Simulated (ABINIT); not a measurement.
# Sr2FeH6 (Fm-3m): changed settings of a GW run in ABINIT, part 2 of 2

Aim: change inputs of a GW run on Sr2FeH6 (Fm-3m) and see what moves.

ABINIT 10.8.3; LDA and many-body steps on it, plane waves. Known limits of the many-body steps: not at the basis limit; no spin polarisation; d states lean on the start; no spin-orbit coupling; coarse k mesh.

So far. Step 3 (Base): The gap on the mesh goes from 1.01 eV to 2.06 eV, a correction of +1.04 eV. Step 4 (No symmetry in the self-energy): Against G0W0 in ABINIT (2×2×2 mesh, 88 bands, screening to 114.3 eV, Godby-Needs plasmon pole), the gap moves by +0.000 eV.

## 5. A keyword of another program

Level of this step: G0W0 on LDA, plane waves, norm-conserving pseudopotentials (ABINIT).

Input file run.abi:

```
acell 3*1.0 Angstrom
rprim 
  -0.000000000000 3.707652250000 3.707652250000
  3.707652250000 -0.000000000000 3.707652250000
  3.707652250000 3.707652250000 -0.000000000000
ntypat 3
znucl 38 26 1
natom 9
typat 1 1 2 3 3 3 3 3 3
xred 
  0.750000000000 0.750000000000 0.750000000000
  0.250000000000 0.250000000000 0.250000000000
  0.000000000000 0.000000000000 0.000000000000
  0.782457990000 0.782457990000 0.217542010000
  0.217542010000 0.782457990000 0.217542010000
  0.782457990000 0.217542010000 0.217542010000
  0.217542010000 0.217542010000 0.782457990000
  0.782457990000 0.217542010000 0.782457990000
  0.217542010000 0.782457990000 0.782457990000
pp_dirpath "pseudos"
pseudos "Sr.upf, Fe.upf, H.upf"
ecut 39
ngkpt 2 2 2
nshiftk 1
shiftk 0 0 0
kptopt 1
chksymbreak 0
istwfk *1
occopt 1
irdwfk 1
optdriver 4
nband 88
gwcalctyp 0
ecutsigx 39
symsigma 1
nkptgw 2
kptgw 
  0.0000000000 0.0000000000 0.0000000000
  0.5000000000 0.5000000000 0.0000000000
bdgw 
  19 23
  20 23
ecuteps 4.2
irdscr 1
ppmodel 1
ecut_chi 100
indata_prefix "in"
outdata_prefix "out"
tmpdata_prefix "tmp"
```

Run with:

```
$ OMP_NUM_THREADS=1 mpirun -n 4 abinit run.abi > log
```

The log of the run:

```text
.Version 10.8.3 of ABINIT. v10.8.2 released Aug 2026.

 Symmetries : space group Fm -3 m (#225); Bravais cF (face-center cubic)
================================================================================
 Values of the parameters that define the memory need of the present run
     intxc =       0    ionmov =       0      iscf =       7    lmnmax =       6
     lnmax =       6     mgfft =      60  mpssoang =       3    mqgrid =    3001
     natom =       9  nloc_mem =       1    nspden =       1   nspinor =       1
    nsppol =       1      nsym =      48    n1xccc =    2501    ntypat =       3
    occopt =       1   xclevel =       1
-    mband =          88        mffmem =           1         mkmem =           1
       mpw =        8026          nfft =      216000          nkpt =           3
================================================================================
  Rough estimation (10% accuracy) of disk space for files :
================================================================================

--------------------------------------------------------------------------------
------------- Echo of variables that govern the present computation ------------
--------------------------------------------------------------------------------
 -outvars: echo values of preprocessed input variables --------
            acell      1.8897261259E+00  1.8897261259E+00  1.8897261259E+00 Bohr

             bdgw          19      23      20      23
      chksymbreak           0
             ecut      3.90000000E+01 Hartree
          ecuteps      4.20000000E+00 Hartree
         ecutsigx      3.90000000E+01 Hartree
          ecutwfn      3.90000000E+01 Hartree
-          fftalg         312
           irdscr           1
           irdwfk           1

[...]
npwsigx        7943
           npwwfn        7943
             nsym          48
           ntypat           3
              occ      2.000000  2.000000  2.000000  2.000000  2.000000  2.000000
                       2.000000  2.000000  2.000000  2.000000  2.000000  2.000000
                       2.000000  2.000000  2.000000  2.000000  2.000000  2.000000
                       2.000000  2.000000  2.000000  0.000000  0.000000  0.000000
[...]
0.000000  0.000000  0.000000  0.000000  0.000000  0.000000
                       0.000000  0.000000  0.000000  0.000000  0.000000  0.000000
                       0.000000  0.000000  0.000000  0.000000
        optdriver           4
            rprim     -0.0000000000E+00  3.7076522500E+00  3.7076522500E+00
[...]
spgroup         225

             xred      7.5000000000E-01  7.5000000000E-01  7.5000000000E-01
[...]
7.8245799000E-01  2.1754201000E-01  7.8245799000E-01
                       2.1754201000E-01  7.8245799000E-01  7.8245799000E-01
            znucl       38.00000   26.00000    1.00000

================================================================================

 chkinp: Checking input parameters for consistency.

--- !ERROR
message: |
    Found token: `ECUT_CHI` in the input file.
    This name is not one of the registered input variable names (see
    Action: check your input file. Perhaps you mistyped the input variable,
    or specified "img", although this was not permitted for this input variable.

--- !ERROR
message: |
    Found token: `ECUT_CHI` in the input file.
    This name is not one of the registered input variable names (see
    Action: check your input file. Perhaps you mistyped the input variable,
    or specified "img", although this was not permitted for this input variable.

--- from the log ---
Found token: `ECUT_CHI` in the input file.
    This name is not one of the registered input variable names (see
    Action: check your input file. Perhaps you mistyped the input variable,
    or specified "img", although this was not permitted for this input variable.
```

It took 0.73 s on 4 MPI ranks of Arm Neoverse V1, shared host; peak memory 0.05 GiB.

The run stopped with an error after 0.73 s.

The program's words: Found token: `ECUT_CHI` in the input file. This name is not one of the registered input variable names (see Action: check your input file. Perhaps you mistyped the input variable, or specified "img", although this was not permitted for this input variable.

The fault put into this input: a keyword of another program.

## 6. The runs together

Times are wall times on 4 MPI ranks of Arm Neoverse V1, shared host, good to a factor of about two. A run's time includes the screening step that it read.

```
                           run   mesh  bands  screening cutoff (eV)  DFT gap (eV)  gap on the mesh (eV)  direct (eV)  ε∞ used  time
                          base  2×2×2     88                  114.3         1.014                 2.056        2.111     4.66  20 s
no symmetry in the self-energy  2×2×2     88                  114.3         1.014                 2.056        2.111     4.66  24 s
```

## 7. Summary of results

| Item | Value |
| --- | --- |
| base | 2.056 eV |
| no symmetry in the self-energy | 2.056 eV |
| known limits | not at the basis limit; no spin polarisation; d states lean on the start; no spin-orbit coupling; coarse k mesh |

What this shows: No symmetry in the self-energy: no change against base (keys changed: symsigma). Bands and cutoff are finite, so the gap is not at the basis limit. The miss can reach some tenths of an eV and take either sign; the mesh is an error of its own. In the G0W0 runs levels were corrected at 2 k points alone, so a gap called «on the mesh» is the least over those, and an edge elsewhere would be missed. The 2×2×2 mesh is coarse for this cell, which bears on the long-range parts of exchange and screening. The runs have no spin polarisation. For a closed low-spin shell that is the natural state; where a d or f shell is open it is a constraint, and the gap is then not the crystal's own. With d states at the gap, one-shot GW leans hard on its start. The many-body steps are scalar-relativistic: spin-orbit coupling is not in them.

[Paths, hosts, dates, memory and timing lines, banners, echoed tables and standing remarks are left out of the program output.]

[Logs are printed without paths, hosts, clocks, repeated set-up lines and the standing remarks that a program may print on its own settings, such as how far it seeks lower states.]

[Runs of the session that timed out or met a known fault of the program may be left out.]

[Hosts, paths, dates, database ids (printed as entryN), source tags and the programs' standing remarks are cut or masked in the printed files.]

[G0W0 gaps are taken among the corrected bands and points alone; a level outside them can change the order at an edge.]

[Where Ansatz stands beside ABINIT at settings called matched, ABINIT's density can come from a denser mesh and the files from another edition; pairs whose starting gaps differed by over 0.03 eV were left out, so agreement reads better than it is.]
